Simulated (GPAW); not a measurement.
# Rh L₃ ELNES/XANES of TiRh (P4/mmm) from DFT, part 3 of 3

What does one-electron theory with a core hole give for the Rh L₃ edge of TiRh (P4/mmm)?

GPAW 26.7.0; X-ray absorption from dipole matrix elements to empty bands, plane-wave PAW LDA.

So far. Step 6 (Spectrum with FCH, Rh atom 1): The scaled spectrum changes by 1 % r.m.s. The highest intensity below 24 eV stays at 1.0 eV. Step 7 (Spectrum with HCH, Rh atom 1): The scaled spectrum changes by 13 % r.m.s. The highest intensity below 24 eV goes from 1.0 eV (2.33) to 1.0 eV (2.80).

### 8. Cell without a hole, the energy reference

Level of this step: plane-wave PAW DFT, LDA, self-consistent field (GPAW).

The cell and mesh change for the next run, so it gets a reference energy of its own.

Contents of scf.py:

```python
import numpy as np
from ase import Atoms
from ase.parallel import parprint, paropen
from gpaw import GPAW, PW, FermiDirac, Mixer, MixerDif, setup_paths
from gpaw.test import gen
setup_paths.insert(0, '.')
gen('Rh', name='nch2p', xcname='LDA', corehole=(2, 1, 0), write_xml=True)
from gpaw.mpi import world
world.barrier()

atoms = Atoms('RhTi',
    cell=[[2.988, 0, 0],
     [0, 2.988, 0],
     [0, 0, 3.35]],
    scaled_positions=[[0, 0, 0],
     [0.5, 0.5, 0.5]],
    pbc=True)
atoms.calc = calc = GPAW(legacy_gpaw=True, mode=PW(430, force_complex_dtype=True), xc='LDA', setups={0: 'nch2p'},
    kpts={'size': (7, 7, 6), 'gamma': True}, occupations=FermiDirac(0.1),
    charge=0, mixer=Mixer(0.1, 5, 50), maxiter=150,
    convergence={'density': 0.0001, 'eigenstates': 1e-6}, txt='scf.txt')
energy = atoms.get_potential_energy() + calc.get_reference_energy()
ef = calc.get_fermi_level()
out = dict(energy=energy, fermi=ef, forces=atoms.get_forces().tolist())
parprint(f'all-electron energy {energy:.4f} eV, Fermi level {ef:.4f} eV')
ev = np.array([[calc.get_eigenvalues(k, s) for k in range(len(calc.get_ibz_k_points()))] for s in range(calc.get_number_of_spins())])
out['homo'], out['lumo'], out['counts'] = ev[ev < ef].max(), ev[ev > ef].min(), sorted(set((ev < ef).sum((0, 2)).tolist()))
out['filled'] = (ev[:, 0] < ef).sum(1).tolist()
import json
with paropen('out.json', 'w') as f:
    json.dump(out, f)
```

The run is started by

```sh
$ OMP_NUM_THREADS=1 mpirun -n 4 gpaw python scf.py
```

Numbers of over 12 decimals in the logs are rounded to 6 here.

The log of the run:

```text
Input parameters:
  convergence: {density: 0.0001,
                eigenstates: 1e-06}
  kpts: {gamma: True,
         size: (7, 7, 6)}
  maxiter: 150
  mixer: {backend: pulay,
          beta: 0.1,
          method: separate,
          nmaxold: 5,
          weight: 50}
  mode: {ecut: 430.0,
         force_complex_dtype: True,
         name: pw}
  occupations: {fixmagmom: False,
                name: fermi-dirac,
[...]
*s    :     0.831624
4p(6) :    -1.857314     0.120652
5p(0) :    -0.035593     0.998302
4d(8) :    -0.225910     0.506540
*d    :     0.774090
--------------------------------

Diagonalizing with gridspacing h=0.050

state   all-electron     PAW
-------------------------------
5s:      -0.168376    -0.168508
4p:      -1.857314    -1.857524
4d:      -0.225910    -0.226752
*f:                    0.069742
-------------------------------
all-electron energy -153200.7069 eV, Fermi level 10.4748 eV
[key lines of the parts left out:]
Converged after 13 iterations.
Dipole moment: (-0.000000, -0.000000, -0.000000) |e|*Ang
Free energy:    -17.670835
Fermi level: 10.47480
```

It took 6.9 s on 4 MPI ranks of Intel Xeon Platinum 8375C at 2.90GHz (Ice Lake), shared host; peak memory 0.17 GiB.

### 9. Spectrum with XCH, Rh atom 1

A smaller cell brings the holes closer; here they are 3.0 Å apart.

Changed against the first core-hole run: supercell atoms from 16 to 2; the field's mesh follows (4×4×4 to 7×7×6).

Contents of xas.py:

```python
import numpy as np
from ase import Atoms
from ase.parallel import parprint, paropen
from gpaw import GPAW, PW, FermiDirac, Mixer, MixerDif, setup_paths
from gpaw.test import gen
setup_paths.insert(0, '.')
gen('Rh', name='fch2p', xcname='LDA', corehole=(2, 1, 1), write_xml=True)
from gpaw.mpi import world
world.barrier()

atoms = Atoms('RhTi',
    cell=[[2.988, 0, 0],
     [0, 2.988, 0],
     [0, 0, 3.35]],
    scaled_positions=[[0, 0, 0],
     [0.5, 0.5, 0.5]],
    pbc=True)
atoms.calc = calc = GPAW(legacy_gpaw=True, mode=PW(430, force_complex_dtype=True), xc='LDA', setups={0: 'fch2p'},
    kpts={'size': (7, 7, 6), 'gamma': True}, occupations=FermiDirac(0.1),
    charge=-1, mixer=Mixer(0.1, 5, 50), maxiter=150,
    convergence={'density': 0.0001, 'eigenstates': 1e-6}, txt='scf.txt')
energy = atoms.get_potential_energy() + calc.get_reference_energy()
ef = calc.get_fermi_level()
out = dict(energy=energy, fermi=ef, forces=atoms.get_forces().tolist())
parprint(f'all-electron energy {energy:.4f} eV, Fermi level {ef:.4f} eV')
ev = np.array([[calc.get_eigenvalues(k, s) for k in range(len(calc.get_ibz_k_points()))] for s in range(calc.get_number_of_spins())])
out['homo'], out['lumo'], out['counts'] = ev[ev < ef].max(), ev[ev > ef].min(), sorted(set((ev < ef).sum((0, 2)).tolist()))
out['filled'] = (ev[:, 0] < ef).sum(1).tolist()

from ase.units import Ha
from gpaw.xas import dipole_matrix_elements
nb = int(calc.get_number_of_electrons() / 2) + 31
top = nb
nscf = calc.fixed_density(kpts={'size': (7, 7, 6), 'gamma': True},
    convergence={'eigenstates': 1.0}, txt='nscf.txt')
nscf.diagonalize_full_hamiltonian(nbands=nb)
cell = atoms.cell.array
ops = [cell.T @ U.T @ np.linalg.inv(cell.T) for U in nscf.wfs.kd.symmetry.op_scc]
E = np.arange(-6, 34, 0.1)
fwhm = np.interp(E, [4, 25], [2.13, 3.5])
Y, X, zero, highest = 0, 0, 1e9, 1e9
for spin in range(nscf.get_number_of_spins()):
    wfs = nscf.wfs
    mine = wfs.bd.get_slice()  # this rank's bands
    A = dipole_matrix_elements(wfs.setups[0])
    eps = np.zeros((wfs.kd.nibzkpts, nb))
    d = np.zeros((3, A.shape[1], wfs.kd.nibzkpts, nb), complex)
    for kpt in wfs.kpt_u:
        if kpt.s == spin and 0 in kpt.P_ani:
            eps[kpt.k, mine] = kpt.eps_n * Ha
            d[:, :, kpt.k, mine] = (kpt.weight * wfs.nspins / 2) ** 0.5 * np.inner(A, kpt.P_ani[0])
    world.sum(eps)
    world.sum(d)
    T = np.einsum('amkn,bmkn->abkn', d, d.conj()).real
    T = sum(np.einsum('ai,ijkn,bj->abkn', R, T, R) for R in ops) / len(ops)
    empty = eps > ef
    zero, highest = min(zero, eps[empty].min()), min(highest, eps[:, top - 1].min())
    lines = [(eps, T, empty)] if spin == 0 else lines + [(eps, T, empty)]
for eps, T, empty in lines:
    f = np.einsum('aakn->akn', T).reshape(3, -1)
    x = eps.ravel() - zero
    w = np.interp(x, E, fwhm) / 2.35482
    g = np.exp(-0.5 * ((E[:, None] - x) / w) ** 2) / (w * (2 * np.pi) ** 0.5)
    Y = Y + (f * empty.ravel()) @ g.T
    X = X + (f * ~empty.ravel()) @ g.T
out.update(E=E.round(2).tolist(), xas=Y.tolist(), xes=X.tolist(), zero=zero, valid=highest - zero, nk=len(eps), nb=nb)
for i in range(0, len(E), 10):
    parprint(f'{E[i]:7.2f}', *(f'{v:10.3e}' for v in Y[:, i]))
import json
with paropen('out.json', 'w') as f:
    json.dump(out, f)
```

The run is started by

```sh
$ OMP_NUM_THREADS=1 mpirun -n 4 gpaw python xas.py
```

The log of the run:

```text
Input parameters:
  charge: -1
  convergence: {density: 0.0001,
                eigenstates: 1e-06}
  kpts: {gamma: True,
         size: (7, 7, 6)}
  maxiter: 150
  mixer: {backend: pulay,
          beta: 0.1,
          method: separate,
          nmaxold: 5,
          weight: 50}
  mode: {ecut: 430.0,
         force_complex_dtype: True,
         name: pw}
  occupations: {fixmagmom: False,
[...]
*d    :     0.321388
--------------------------------

Diagonalizing with gridspacing h=0.050

state   all-electron     PAW
-------------------------------
5s:      -0.461536    -0.461784
4p:      -2.410246    -2.410403
4d:      -0.678612    -0.679454
*f:                   -0.022353
-------------------------------
all-electron energy -150161.1826 eV, Fermi level 10.1885 eV
[...]
32.00  4.734e-06  4.734e-06  4.743e-06
  33.00  4.410e-06  4.410e-06  4.185e-06
[key lines of the parts left out:]
Converged after 15 iterations.
Dipole moment: (-0.000000, -0.000000, -0.000000) |e|*Ang
Free energy:    -27.203683
Fermi level: 10.18853
```

Elapsed: 12 s, on 4 MPI ranks; peak memory 0.23 GiB; 47 s of CPU time.

These settings depart from the first run's and aren't meant as converged.

The scaled spectrum changes by 4 % r.m.s. The highest intensity below 24 eV stays at 1.0 eV.

```tsv
E (eV)	first run	this run
-2.0	0.06	0.06
-0.5	1.05	1.11
1.0	2.33	2.32
2.5	1.59	1.59
4.0	0.69	0.70
5.5	0.49	0.48
7.0	0.42	0.45
8.5	0.75	0.84
10.0	1.03	1.01
11.5	1.03	0.95
13.0	0.96	1.00
14.5	0.99	1.00
16.0	0.98	1.01
17.5	0.94	0.88
19.0	0.81	0.77
20.5	0.76	0.77
22.0	0.78	0.80
23.5	0.82	0.84
25.0	0.82	0.83
26.5	0.82	0.82
28.0	0.82	0.81
29.5	0.81	0.82
31.0	0.81	0.81
```

### 10. What the core hole does

Both curves are counted from their own zero, so only the shift of weight within the empty states shows.

```tsv
E (eV)	no hole	XCH
-2.0	0.07	0.06
-1.0	0.68	0.52
0.0	2.28	1.67
1.0	3.17	2.33
2.0	2.43	1.95
3.0	1.40	1.20
4.0	0.76	0.69
5.0	0.54	0.53
6.0	0.43	0.45
7.0	0.37	0.42
8.0	0.48	0.60
9.0	0.73	0.89
10.0	0.87	1.03
11.0	0.88	1.04
12.0	0.84	1.00
13.0	0.83	0.96
14.0	0.83	0.97
15.0	0.81	0.99
16.0	0.83	0.98
17.0	0.83	0.96
18.0	0.76	0.90
19.0	0.69	0.81
20.0	0.65	0.76
21.0	0.64	0.76
22.0	0.64	0.78
23.0	0.66	0.81
24.0	0.67	0.82
25.0	0.67	0.82
26.0	0.68	0.82
27.0	0.68	0.83
28.0	0.68	0.82
29.0	0.69	0.82
30.0	0.71	0.82
31.0	0.72	0.81
32.0	0.70	0.78
```

With each curve scaled to its own mean, the area from −2 to 6 eV with the hole is 9.2 against 11.5, and the centre of weight from −1 to 20 eV moves by +1.2 eV (first and strongest maxima below 20 eV: 1.0 eV (3.17) and 10.6 eV (0.89) without the hole, 1.0 eV (2.33) and 10.6 eV (1.04) with it): the near-edge weight falls against the higher-lying part.

### 11. Summary of results

```
absorber and edge             : Rh L₃, atom 1 of the ground-state input (counted from 1)
surroundings                  : 8 Ti at 2.70 Å, 4 Rh at 2.99 Å and 2 Rh at 3.35 Å (14-fold, site symmetry 4/mmm)
highest intensity below 24 eV : 1.0 eV above the zero, height 2.33
```

**Reading.** The Rh L₃ edge of atom 1, with 8 Ti at 2.70 Å, 4 Rh at 2.99 Å and 2 Rh at 3.35 Å (14-fold, site symmetry 4/mmm), has its highest intensity of the first 24 eV at 1.0 eV above the zero, 2.3 times the mean level of the first 20 eV (Gaussian full width 2.13 eV up to 4 eV, rising linearly to 3.5 eV at 25 eV). With each curve scaled to its own mean, the area from −2 to 6 eV with the hole is 9.2 against 11.5, and the centre of weight from −1 to 20 eV moves by +1.2 eV (first and strongest maxima below 20 eV: 1.0 eV (3.17) and 10.6 eV (0.89) without the hole, 1.0 eV (2.33) and 10.6 eV (1.04) with it): the near-edge weight falls against the higher-lying part. Changing the core hole to FCH alters the shape by 1 % r.m.s., so the result is insensitive to this choice. Changing the core hole from full to half alters the shape by 13 % r.m.s., a modest effect on the whole. A cell with holes 3.0 Å apart changes the curve by 4 % r.m.s. (4 % after the best shift). Only the L₃ part is meant: spin–orbit coupling of the core level isn't computed and the L₂ copy isn't added. The script folds with a Gaussian, whereas the core hole's own line is a Lorentzian, so the onset is too steep and the first peak too high. Lifetime broadening is put in by hand, and intensities beyond about 20 eV depend on it and on the partial waves. The structure is a published determination, not relaxed.

[Banner, clock and machine lines of the logs are left out without a mark of their own.]

[Logs are printed without paths, hosts, clocks, repeated set-up lines and the standing remarks that a program may print on its own settings, such as how far it seeks lower states.]

[Hosts, paths, dates, database ids (printed as entryN), source tags and the programs' standing remarks are cut or masked in the printed files.]

[Lists of maxima count a maximum above −3 eV only where it reaches 4 % of the highest in the window and stands out from its surroundings by 2 % of it (1.5 % where it reaches 55 %); shoulders and weaker maxima are passed over, and of the rest the first, up to two pre-edge ones and the few strongest are named.]
